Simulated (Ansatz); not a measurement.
# CaC2 (R-3m): from the cell to its phonons

How does CaC2 (R-3m) vibrate, and is this structure a minimum?

Main program and level: Ansatz 0.2.0; DFT r2SCAN, scalar-relativistic, plane waves, PAW.

## (1) The structure

The structure is trigonal, space group R-3m (No. 166). Conventional cell: a = 3.889 Å, b = 3.889 Å, c = 11.862 Å, α = 90.00°, β = 90.00°, γ = 120.00°. Ca has 6 C at 2.62 Å nearest. C has 1 C at 1.26 Å and 3 Ca at 2.62 Å nearest. Farther neighbours are not listed.

## (2) Rough relaxation

The start is far from rest, so a relaxation with loose tolerances brings it close first.

input.yaml

```yaml
crystal:
  lattice:
    - [1.9443979843, 1.1225986996, 3.9538747767]
    - [-1.9443979843, 1.1225986996, 3.9538747767]
    - [0.0, -2.2451973993, 3.9538747767]
  atoms:
    - { symbol: Ca, position: [0.0, 0.0, 0.0] }
    - { symbol: C, position: [0.552915, 0.552915, 0.552915] }
    - { symbol: C, position: [0.447085, 0.447085, 0.447085] }
kpoints:
  mp_grid: { grid: [6, 6, 6] }
hamiltonian:
  xc: r2scan
scf:
  occupations: { method: gaussian, width: 0.1 }
output:
  forces: true
  stress: true
  eigenvalues: true
relax:
  adjacent_minimum: "off"
  f_tol: 0.05
  max_steps: 80
  cell: { stress_tol: 0.5 }
```

On the command line:

```bash
> ansatz run input.yaml --threads 4 --pin off --max-ram 7168MiB --backend cpu --events-out ev --progress --plain --runs-dir out
```

Numbers of over 12 decimals in the logs are rounded to 6 here.

Output:

```text
The last accepted step is kept in <dir> (removed where the run ends without a failure and the disk answers)
Engine: ansatz 0.2.0, aarch64-unknown-linux-gnu
Pseudopotentials: kind: paw
Pseudopotential: Ca, paw, valence charge 10, recommended cutoff 500 eV (meta_gga), Ca.paw.azcp
Pseudopotential: C, paw, valence charge 4, recommended cutoff 500 eV (meta_gga), C.paw.azcp
Functional definition: r2SCAN
[...]
F+E_penalty+E_count = -2325.28325214 eV   max|allowed force component| = 1.944e-2 eV/Å   (the final SCF, on the basis selected at the relaxed cell)
  cell:  # Å, volume = 50.7614 Å³
    - [1.931349, 1.115065, 3.928454]
    - [-1.931349, 1.115065, 3.928454]
    - [0, -2.230129, 3.928454]
  atoms:
    - { symbol: Ca, position: [0, 0, 0] }
    - { symbol: C, position: [0.552835, 0.552835, 0.552835] }
    - { symbol: C, position: [0.447165, 0.447165, 0.447165] }
[key lines of the parts left out:]
SCF converged after 3 iterations
Free energy (F): -2325.283252 eV
Fermi energy:    5.661130 eV
P = ⅓ Tr σ = -0.0103 GPa (-0.103 kbar)
```

Wall time 3.9 s (4 threads of Arm Neoverse V2, shared host); peak memory 0.53 GiB; 14 s of CPU time.

Step by step:

| step | energy less that of the first step (eV) | largest force component (eV/Å) | pressure (GPa) | volume (Å³) |
| --- | --- | --- | --- | --- |
| 1 | 0.0000 | 0.6897 | -1.94 | 51.78 |
| 2 | -0.0058 | 0.1844 | 0.45 | 50.19 |
| 3 | -0.0070 | 0.0194 | -0.01 | 50.76 |
| 4* | -0.0069 | 0.0194 | -0.01 | 50.76 |

Relaxation steps marked * repeat the geometry before them on a plane-wave basis chosen anew for their cell, so energy and pressure can jump there.

The run keeps the 12 symmetry operations that it works with, so distortions that break them were not tested.

| conventional cell, symmetrised | before | after | change |
| --- | --- | --- | --- |
| a (Å) | 3.889 | 3.863 | -0.7 % |
| b (Å) | 3.889 | 3.863 | -0.7 % |
| c (Å) | 11.862 | 11.785 | -0.6 % |
| volume (Å³/atom) | 17.26 | 16.92 | -2.0 % |

Final coordinates:

```cif
data_structure
_symmetry_space_group_name_H-M 'P 1'
_symmetry_Int_Tables_number 1
_cell_length_a 4.5173
_cell_length_b 4.5173
_cell_length_c 4.5173
_cell_angle_alpha 50.623
_cell_angle_beta 50.623
_cell_angle_gamma 50.623
_cell_volume 50.76
loop_
_atom_site_label
_atom_site_type_symbol
_atom_site_fract_x
_atom_site_fract_y
_atom_site_fract_z
_atom_site_occupancy
Ca1 Ca 0.00000 0.00000 0.00000 1
C2 C 0.55284 0.55284 0.55284 1
C3 C 0.44716 0.44716 0.44716 1
```

This step gave:

| Quantity | Value |
| --- | --- |
| pressure | -0.01028 GPa |
| gap on the k-mesh | 3.101 eV |
| volume per atom | 16.92 Å³ |
| direct gap on mesh | 4.332 eV |

In this step the volume went from 17.26 to 16.92 Å³/atom.

## (3) Relaxation

The cell and atoms are relaxed, since residual forces and stress would shift the frequencies.

input.yaml

```yaml
crystal:
  lattice:
    - [1.9313487821, 1.1150647392, 3.92845431]
    - [-1.9313487821, 1.1150647392, 3.92845431]
    - [0.0, -2.2301294784, 3.92845431]
  atoms:
    - { symbol: Ca, position: [0.0, 0.0, 0.0] }
    - { symbol: C, position: [0.5528354845, 0.5528354845, 0.5528354845] }
    - { symbol: C, position: [0.4471645155, 0.4471645155, 0.4471645155] }
kpoints:
  mp_grid: { grid: [6, 6, 6] }
hamiltonian:
  xc: r2scan
scf:
  occupations: { method: gaussian, width: 0.02 }
output:
  forces: true
  stress: true
  eigenvalues: true
relax:
  adjacent_minimum: "off"
  f_tol: 0.005
  max_steps: 80
  cell: { stress_tol: 0.05 }
```

Output:

```text
[...]
Crystal: 3 atoms, lattice volume = 50.761 Å³
Basis set: ecut = 500 eV, 1275 PW (Γ), exchange–correlation on 144×144×144 points (64 copies of the dense FFT grid, shifted against one another)
Bands: 13, of which v1, the nominal top of the filled ones, is band 9 counted from 1 (8 counted from 0)
Symmetry: 12 space group operations
[...]
k-points: 32 of 216
[...]
--- Relaxed structure (2 steps of the walk, 2 accepted, 1 SCFs on fresh bases) ---
[...]
cell:  # Å, volume = 50.7142 Å³
    - [1.930739, 1.114713, 3.927280]
    - [-1.930739, 1.114713, 3.927280]
    - [0, -2.229425, 3.927280]
  atoms:
    - { symbol: Ca, position: [0, 0, 0] }
    - { symbol: C, position: [0.552859, 0.552859, 0.552859] }
    - { symbol: C, position: [0.447141, 0.447141, 0.447141] }
[key lines of the parts left out:]
SCF converged after 4 iterations
Free energy (F): -2325.283250 eV
Fermi energy:    5.670963 eV
P = ⅓ Tr σ = 0.0228 GPa (0.228 kbar)
```

It took 3.1 s on 4 threads; peak memory 0.53 GiB; 11 s of CPU time.

Little changed from the start: no atom moved by 0.005 Å and no cell edge by 0.1 %.

Numbers from this step:

- pressure: 0.02279 GPa
- gap on the k-mesh: 3.099 eV
- volume per atom: 16.90 Å³
- direct gap on mesh: 4.329 eV

In this step the volume went from 16.92 to 16.90 Å³/atom.

## (4) Relaxing to small forces for the phonons

Phonons need a cell at rest on their own settings, so the relaxation is repeated with tight tolerances on forces and stress on the k mesh and occupations of the first response run.

input.yaml

```yaml
crystal:
  lattice:
    - [1.9307388614, 1.1147126013, 3.9272797721]
    - [-1.9307388614, 1.1147126013, 3.9272797721]
    - [0.0, -2.2294252027, 3.9272797721]
  atoms:
    - { symbol: Ca, position: [0.0, 0.0, 0.0] }
    - { symbol: C, position: [0.5528592442, 0.5528592442, 0.5528592442] }
    - { symbol: C, position: [0.4471407558, 0.4471407558, 0.4471407558] }
kpoints:
  mp_grid: { grid: [6, 6, 6] }
hamiltonian:
  xc: r2scan
scf:
  occupations: { method: fixed }
output:
  forces: true
  stress: true
  eigenvalues: true
  write_density: true
  write_potential: true
  elf: true
  volumetric_format: npy
relax:
  adjacent_minimum: "off"
  f_tol: 0.001
  max_steps: 60
  cell: { stress_tol: 0.01 }
```

Output:

```text
[...]
Crystal: 3 atoms, lattice volume = 50.714 Å³
Basis set: ecut = 500 eV, 1275 PW (Γ), exchange–correlation on 144×144×144 points (64 copies of the dense FFT grid, shifted against one another)
Bands: 13, of which v1, the nominal top of the filled ones, is band 9 counted from 1 (8 counted from 0)
Symmetry: 12 space group operations
[...]
k-points: 32 of 216
[...]
--- Relaxed structure (3 steps of the walk, 3 accepted, 1 SCFs on fresh bases) ---
[...]
cell:  # Å, volume = 50.7345 Å³
    - [1.931004, 1.114865, 3.927779]
    - [-1.931004, 1.114865, 3.927779]
    - [0, -2.229731, 3.927779]
  atoms:
    - { symbol: Ca, position: [0, 0, 0] }
    - { symbol: C, position: [0.552853, 0.552853, 0.552853] }
    - { symbol: C, position: [0.447147, 0.447147, 0.447147] }
[key lines of the parts left out:]
SCF converged after 5 iterations
Free energy (F): -2325.283251 eV
Fermi energy:    4.117648 eV
P = ⅓ Tr σ = 0.0002 GPa (0.002 kbar)
```

Wall time 4.1 s (4 threads); peak memory 0.53 GiB.

Little changed from the start: no atom moved by 0.005 Å and no cell edge by 0.1 %.

Numbers from this step:

| Quantity | Value |
| --- | --- |
| pressure | 2.47e-4 GPa |
| gap on the k-mesh | 3.100 eV |
| volume per atom | 16.91 Å³ |

Valence density in the ac plane of the conventional cell at fractional y = 0.000, with atoms of Ca and C within 0.2 Å of it. It is the smooth field of the valence electrons, not physical close to the nuclei.

Values in e/Å³, 24 rows by 14 columns, each cell a mean:
```
5.2 3.9 1.9 0.5 0.1 0.1 0.1 0.1 0.1 0.1 0.2 1.0 2.7 4.6
1.1 0.8 0.4 0.2 0.1 0.1 0.1 0.1 0.1 0.1 0.1 0.2 0.5 1.0
0.1 0.1 0.1 0.1 0.1 0.1 0.2 0.2 0.2 0.1 0.1 0.1 0.1 0.1
0.0 0.0 0.0 0.1 0.1 0.1 0.2 0.2 0.2 0.1 0.1 0.0 0.0 0.0
0.0 0.0 0.0 0.1 0.1 0.1 0.2 0.2 0.2 0.1 0.1 0.0 0.0 0.0
0.0 0.0 0.0 0.1 0.1 0.1 0.2 0.2 0.2 0.1 0.1 0.0 0.0 0.0
0.0 0.0 0.0 0.0 0.1 0.1 0.2 0.2 0.2 0.1 0.1 0.0 0.0 0.0
0.1 0.1 0.1 0.1 0.1 0.1 0.2 0.2 0.1 0.1 0.1 0.1 0.1 0.1
0.4 0.3 0.2 0.1 0.1 0.1 0.1 0.1 0.1 0.1 0.1 0.2 0.3 0.4
1.5 1.1 0.6 0.3 0.1 0.1 0.1 0.1 0.1 0.1 0.2 0.4 0.8 1.3
1.8 1.5 0.9 0.4 0.2 0.1 0.0 0.0 0.1 0.1 0.3 0.6 1.2 1.7
2.6 1.9 1.0 0.4 0.2 0.1 0.0 0.0 0.1 0.1 0.3 0.6 1.3 2.3
2.4 1.8 1.0 0.4 0.2 0.1 0.0 0.0 0.1 0.1 0.3 0.6 1.3 2.1
1.8 1.5 0.9 0.4 0.2 0.1 0.0 0.0 0.1 0.1 0.2 0.6 1.1 1.7
1.0 0.8 0.5 0.2 0.1 0.1 0.1 0.1 0.1 0.1 0.2 0.3 0.6 0.9
0.2 0.2 0.2 0.1 0.1 0.1 0.1 0.2 0.1 0.1 0.1 0.1 0.2 0.2
0.1 0.1 0.1 0.1 0.1 0.1 0.2 0.2 0.1 0.1 0.1 0.1 0.1 0.1
0.0 0.0 0.0 0.1 0.1 0.1 0.2 0.2 0.2 0.1 0.1 0.0 0.0 0.0
0.0 0.0 0.0 0.1 0.1 0.1 0.2 0.2 0.2 0.1 0.1 0.0 0.0 0.0
0.0 0.0 0.0 0.1 0.1 0.1 0.2 0.2 0.2 0.1 0.1 0.0 0.0 0.0
0.0 0.0 0.0 0.1 0.1 0.1 0.2 0.2 0.2 0.1 0.1 0.1 0.0 0.0
0.2 0.2 0.1 0.1 0.1 0.1 0.2 0.2 0.2 0.1 0.1 0.1 0.1 0.2
2.3 1.7 0.8 0.2 0.1 0.1 0.1 0.1 0.1 0.1 0.1 0.4 1.1 2.0
6.2 4.9 2.4 0.6 0.2 0.1 0.1 0.1 0.1 0.1 0.3 1.2 3.4 5.6
```
Columns run along a (3.9 Å), rows up along c (11.8 Å), edges of the conventional cell, whose origin can differ from the input's. Atoms in or near the plane, at fractional coordinates: Ca at (0.00, 0.00), C at (0.00, 0.55), C at (0.00, 0.45).

Electrostatic potential energy in the ac plane of the conventional cell at fractional y = 0.000, with atoms of Ca and C within 0.2 Å of it. With pseudopotentials it is smooth inside the atoms' cores, unlike the true potential.

Ten even steps from '_' (-55 eV) to '@' (9 eV), each cell a mean:
```
__..==##%%@@@@@@@@@@%%**--__
++**##%%@@@@@@@@@@@@@@%%##**
@@@@@@@@@@@@@@@@@@@@@@@@@@@@
@@@@@@@@@@@@@@@@@@@@@@@@@@@@
@@@@@@@@@@@@@@@@@@@@@@@@@@@@
@@@@@@@@@@@@@@@@@@@@@@@@@@@@
@@@@@@@@@@@@@@@@@@@@@@@@@@@@
@@@@@@@@@@@@%%%%%%@@@@@@@@@@
@@@@@@@@@@@@%%%%%%@@@@@@@@@@
==**%%@@@@@@@@@@@@@@@@@@##++
__..**@@@@@@@@@@@@@@@@%%==__
::==##@@@@@@@@@@@@@@@@@@**--
__::##@@@@@@@@@@@@@@@@%%++..
__::**@@@@@@@@@@@@@@@@%%==__
##%%@@@@@@@@@@@@@@@@@@@@%%##
@@@@@@@@@@@@%%%%%%@@@@@@@@@@
@@@@@@@@@@@@%%%%%%@@@@@@@@@@
@@@@@@@@@@@@@@@@@@@@@@@@@@@@
@@@@@@@@@@@@@@@@@@@@@@@@@@@@
@@@@@@@@@@@@@@@@@@@@@@@@@@@@
@@@@@@@@@@@@@@@@@@@@@@@@@@@@
%%%%@@@@@@@@@@@@@@@@@@@@%%%%
--==**%%@@@@@@@@@@@@%%##**==
____--##%%@@@@@@@@@@%%++::__
```
Columns run along a (3.9 Å; values clipped at the 3rd and 97th percentile), rows up along c (11.8 Å), edges of the conventional cell, whose origin can differ from the input's. Atoms in or near the plane, at fractional coordinates: Ca at (0.00, 0.00), C at (0.00, 0.55), C at (0.00, 0.45).

ELF in the ac plane of the conventional cell at fractional y = 0.000, with atoms of Ca and C within 0.2 Å of it. It is the smooth field of the valence electrons, not physical close to the nuclei.

Ten even steps from '0' (0.01) to '9' (0.92), each cell a mean:
```
89840022101699
76311366520246
10013566642000
00024566653100
00024566653100
00013455442100
00001111110000
54200000000134
99740000001589
89984100015899
24776200147763
78875300146787
56775300146776
46885200037875
99972000014899
98620001000378
32100000000012
00001222221000
00024555543100
00024566653100
00024566653100
21002566641012
88620245410378
89850011002798
```
Columns run along a (3.9 Å), rows up along c (11.8 Å), edges of the conventional cell, whose origin can differ from the input's. Atoms in or near the plane, at fractional coordinates: Ca at (0.00, 0.00), C at (0.00, 0.55), C at (0.00, 0.45).

The largest force component left is 0.15 meV/Å and the pressure is 0.000 GPa, within the tolerances set. The cell now holds 16.91 Å³/atom.

## (5) Linear response at the zone centre

The zone centre comes first: it holds the modes that light can see, as far as symmetry allows. The response to a homogeneous field gives the Born charges and the dielectric tensor.

input.yaml

```yaml
crystal:
  lattice:
    - [1.93100359, 1.1148654425, 3.9277786955]
    - [-1.93100359, 1.1148654425, 3.9277786955]
    - [0.0, -2.229730885, 3.9277786955]
  atoms:
    - { symbol: Ca, position: [0.0, 0.0, 0.0] }
    - { symbol: C, position: [0.552852901, 0.552852901, 0.552852901] }
    - { symbol: C, position: [0.447147099, 0.447147099, 0.447147099] }
kpoints:
  mp_grid: { grid: [6, 6, 6] }
hamiltonian:
  xc: r2scan
scf:
  occupations: { method: fixed }
output:
  eigenvalues: true
phonons:
  method: dfpt
  dielectric: true
  rigid_motions: translations
```

Output:

```text
[...]
Crystal: 3 atoms, lattice volume = 50.735 Å³
Basis set: ecut = 500 eV, 1275 PW (Γ), exchange–correlation on 216×216×216 points (216 copies of the dense FFT grid, shifted against one another)
Bands: 13, of which v1, the nominal top of the filled ones, is band 9 counted from 1 (8 counted from 0)
Symmetry: 12 space group operations
k-points: 68 of 216 (irreducible under 2 space group operations, time reversal used)
[...]
SCF iter   1: F=—  HF=-2325.260380 eV  |F-HF|=—  |Δ(HF+E_count)|=         —  Δρ=6.11e-3  dr2=1.63e-2  dr2_τ=3.28e-1  ethr=1.77e-3  ⟨swp⟩=4.1  Hψ=4753  notcnv=0  defer=35
[...]
SCF iter   8: F=-2325.283253 eV  HF=-2325.283253 eV  |F-HF|=0.00e0  |Δ(HF+E_count)|=  6.11e-10  Δρ=2.36e-7  dr2=1.30e-11  dr2_τ=7.43e-13  ethr=1.00e-12  ⟨swp⟩=10.3  Hψ=6378  notcnv=0
SCF 1 converged in 8 iterations: F = -2325.283253 eV  dr2 = 1.30e-11
[...]
NSCF: frozen V_eff on 5 k-points
DFPT response loops at Γ: preconditioner auto → none (the input reference at scf.mixing.eps_inf says where Resta's filter doesn't serve); β = 0.50; Broyden in place of MSR1
── the response to a field inside a basis, on 6×6×6 k-points: an SCF that follows is theirs, and a resumed run solves both again ──
Bands: 10, of which v1, the nominal top of the filled ones, is band 9 counted from 1 (8 counted from 0)
k-points: 28 of 216
[...]
Eigensolver: Dense (28 Hₖ)
SCF iter   1: F=—  HF=-2325.279448 eV  |F-HF|=—  |Δ(HF+E_count)|=         —  Δρ=1.47e-4  dr2=1.12e-6  dr2_τ=3.11e-6  ethr=1.00e-1
[...]
SCF iter   3: F=-2325.279451 eV  HF=-2325.279451 eV  |F-HF|=9.03e-9  |Δ(HF+E_count)|=   3.58e-7  Δρ=4.74e-6  dr2=1.41e-8  dr2_τ=1.52e-9  ethr=1.62e-9
SCF 1 converged in 3 iterations: F = -2325.279451 eV  dr2 = 1.41e-8
[...]
SCF converged after 8 iterations
Free energy (F): -2325.283253 eV
[...]
Internal energy: -2325.283253 eV  (E = F + TS)
E sigma→0 (E₀):  -2325.283253 eV
Fermi energy:    4.117644 eV
[...]
--- Band table (eV; the first three rows and the last of 68) ---
  k-point 0: bands = [... 5 lower, 1.0105, 1.3263, 3.3648, 3.3648, 7.6939, 7.6939, 8.9987, 10.3188]
  k-point 1: bands = [... 5 lower, 0.6090, 1.5983, 3.0355, 3.1514, 7.9774, 8.0760, 9.5213, 10.3251]
  k-point 2: bands = [... 5 lower, 0.1428, 1.5305, 2.7824, 2.8285, 8.7028, 9.0403, 10.2158, 10.8149]
  k-point 67: bands = [... 5 lower, -1.2722, 2.6627, 2.6627, 4.1176, 10.4157, 10.5066, 10.7423, 10.7423]
--- Phonons (Γ-DFPT): 4 representative perturbations + reference, on 68 of 216 k-points (Σ response iterations 25) ---
  k mesh reduced under 2 symmetry operations, with k and −k counted as one. Each operation leaves every solved perturbation unchanged. A smaller set is not considered because the functional reads the kinetic-energy density
  ASR residual: 1.374e-4 → 0.000e0 eV/Å²; symmetrization residual: 2.641e-6 eV/Å²
  ASR residual per site (eV/Å²): 4.12e-5 1.37e-4 1.37e-4
  Γ frequencies (cm⁻¹): 0.00 0.00 0.00 227.62 241.83 241.83 268.22 268.22 1951.22
  ε∞ (high-frequency dielectric tensor):
        3.201430     0.000000     0.000000
        0.000000     3.201430    -0.000000
        0.000000    -0.000000     4.292166
  ε⁰ (static dielectric tensor: ions relaxed, cell fixed):
        7.968866     0.000000    -0.000000
        0.000000     7.968866    -0.000000
       -0.000000    -0.000000    11.897110
  ε⁰ − ε∞ (ionic part):
        4.767436     0.000000    -0.000000
        0.000000     4.767436    -0.000000
       -0.000000    -0.000000     7.604944
  softest optical mode at Γ: 227.62 cm⁻¹; the repairs (sum rule, projections) moved no ω² at Γ by more than (1.91 cm⁻¹)²
  Born effective charges Z* (e; rows j = field, columns β = displacement):
    site 0:
         2.30462    0.00000   -0.00000
         0.00000    2.30462   -0.00000
         0.00000   -0.00000    2.47014
    site 1:
        -1.15231   -0.00000    0.00000
        -0.00000   -1.15231    0.00000
        -0.00000    0.00000   -1.23507
    site 2:
        -1.15231   -0.00000    0.00000
        -0.00000   -1.15231    0.00000
        -0.00000    0.00000   -1.23507
  Z* charge neutrality: 6.245e-4 e pre-enforcement
  solved inside a basis spanned on kpoints, on 6×6×6 k-points, its susceptibility summed on 10×10×10: ε∞ is read to err by 1.1e-2, Z* by 1.1e-2 e (field_mesh: kpoints solves on kpoints); Z* is corrected for what the basis lacks
  optical modes at Γ without the LO–TO term, one row a degenerate level:
      ω (cm⁻¹)  modes    IR ((D/Å)²/amu)
        227.62      1             9.3723
        241.83      2             0.0000
        268.22      2            16.3167
       1951.22      1             0.0000
  optical modes at Γ + LO–TO along q̂ = [1.0000, 0.0000, 0.0000]:
      ω (cm⁻¹)  modes    IR ((D/Å)²/amu)
        227.62      1             9.3723
        241.83      2             0.0000
        268.22      1             8.1584
        423.17      1             8.1584
       1951.22      1             0.0000
  optical modes at Γ + LO–TO along q̂ = [0.0000, 1.0000, 0.0000]:
      ω (cm⁻¹)  modes    IR ((D/Å)²/amu)
        227.62      1             9.3723
        241.83      2             0.0000
        268.22      1             8.1584
        423.17      1             8.1584
       1951.22      1             0.0000
  optical modes at Γ + LO–TO along q̂ = [0.0000, 0.0000, 1.0000]:
      ω (cm⁻¹)  modes    IR ((D/Å)²/amu)
        241.83      2             0.0000
        268.22      2            16.3167
        378.95      1             9.3723
       1951.22      1             0.0000
```

Elapsed: 55 s, on 4 threads; peak memory 2.5 GiB; 3.5 min of CPU time.

Reading the cycles: dr2 is the Hartree energy of the density residual (eV), the measure of convergence; HF is the Harris–Foulkes estimate of the energy, which meets the free energy F at convergence.

This step gave:

* sum-rule residual before enforcement: 1.37e-4 eV/Å²
* miss of the charge sum rule: 6.25e-4 e
* estimated error of the dielectric tensor: 0.01059
* estimated error of the Born charges: 0.01070 e
* point group: -3m
* highest optical mode at the zone centre (no LO-TO term): 1951 cm⁻¹
* lowest optical zone-centre mode: 227.6 cm⁻¹
* mean high-frequency dielectric constant: 3.565
* largest Born charge (third of the trace): 2.360 e
* mean static dielectric constant: 9.278
* top of the zone-centre spectrum with the field: 1951 cm⁻¹

Without the LO-TO term. Patterns of degenerate modes are one choice out of their space. The modes at Γ (shares of kinetic energy by element, %):

| mode | frequency (cm⁻¹) | symmetry | Ca % | C % |
| --- | --- | --- | --- | --- |
| 1 | 0.0 | acoustic | 63 | 37 |
| 2 | 0.0 | acoustic | 63 | 37 |
| 3 | 0.0 | acoustic | 63 | 37 |
| 4 | 227.6 | A2u | 37 | 63 |
| 5 | 241.8 | Eg | 0 | 100 |
| 6 | 241.8 | Eg | 0 | 100 |
| 7 | 268.2 | Eu | 37 | 63 |
| 8 | 268.2 | Eu | 37 | 63 |
| 9 | 1951.2 | A1g | 0 | 100 |

Displacements in mode 4 (227.6 cm⁻¹), the largest set to 1:
```
Ca1  0.00  0.00  0.60
C2   0.00  0.00 -1.00
C3   0.00  0.00 -1.00
```

Displacements in mode 5 (241.8 cm⁻¹), the largest set to 1:
```
Ca1  0.00  0.00  0.00
C2  -0.02  1.00  0.00
C3   0.02 -1.00  0.00
```

Optical modes at the zone centre, without and with the macroscopic field of the longitudinal modes; each column is sorted by frequency, so a row need not hold one and the same mode. Modes with and without the field, by row:

| rank among optical modes | no field (cm⁻¹) | q along (1, 0, 0) (cm⁻¹) | q along (0, 0, 1) (cm⁻¹) |
| --- | --- | --- | --- |
| 1 | 227.6 | 227.6 | 241.8 |
| 2 | 241.8 | 241.8 | 241.8 |
| 3 | 241.8 | 241.8 | 268.2 |
| 4 | 268.2 | 268.2 | 268.2 |
| 5 | 268.2 | 423.2 | 378.9 |
| 6 | 1951 | 1951 | 1951 |

Born charge (rows field, columns displacement) (e), principal values of the symmetric part by kind of site:

| atom | atoms with these values | low | middle | high | mean |
| --- | --- | --- | --- | --- | --- |
| Ca1 | 1 | 2.30 | 2.30 | 2.47 | 2.36 |
| C2 | 2 | -1.24 | -1.15 | -1.15 | -1.18 |

In full for Ca1:

```
2.30 0.00 0.00
0.00 2.30 0.00
0.00 0.00 2.47
```

High-frequency dielectric tensor:

```
3.20 0.00 0.00
0.00 3.20 0.00
0.00 0.00 4.29
```

Static dielectric tensor (ions relaxed, fixed cell):

```
 7.97  0.00  0.00
 0.00  7.97  0.00
 0.00  0.00 11.90
```

Transverse modes. Lines of the infrared spectrum (strongest = 100):

| position (cm⁻¹) | label | relative intensity |
| --- | --- | --- |
| 228 | A2u | 57 |
| 242 | Eg | 0.0 |
| 268 | Eu | 100 |
| 1951 | A1g | 0.0 |

Before it was imposed, the acoustic sum rule was missed by 1.4e-4 eV/Å² and the charge sum rule by 6.2e-4 e. Small misses are needed for a sound result but don't prove that mesh and cutoff are converged. The lowest optical mode is real, 228 cm⁻¹.

(Continued in part 2 of 2.)

[Logs are printed without paths, hosts, clocks, repeated set-up lines and the standing remarks that a program may print on its own settings, such as how far it seeks lower states.]

[Hosts, paths, dates, database ids (printed as entryN), source tags and the programs' standing remarks are cut or masked in the printed files.]
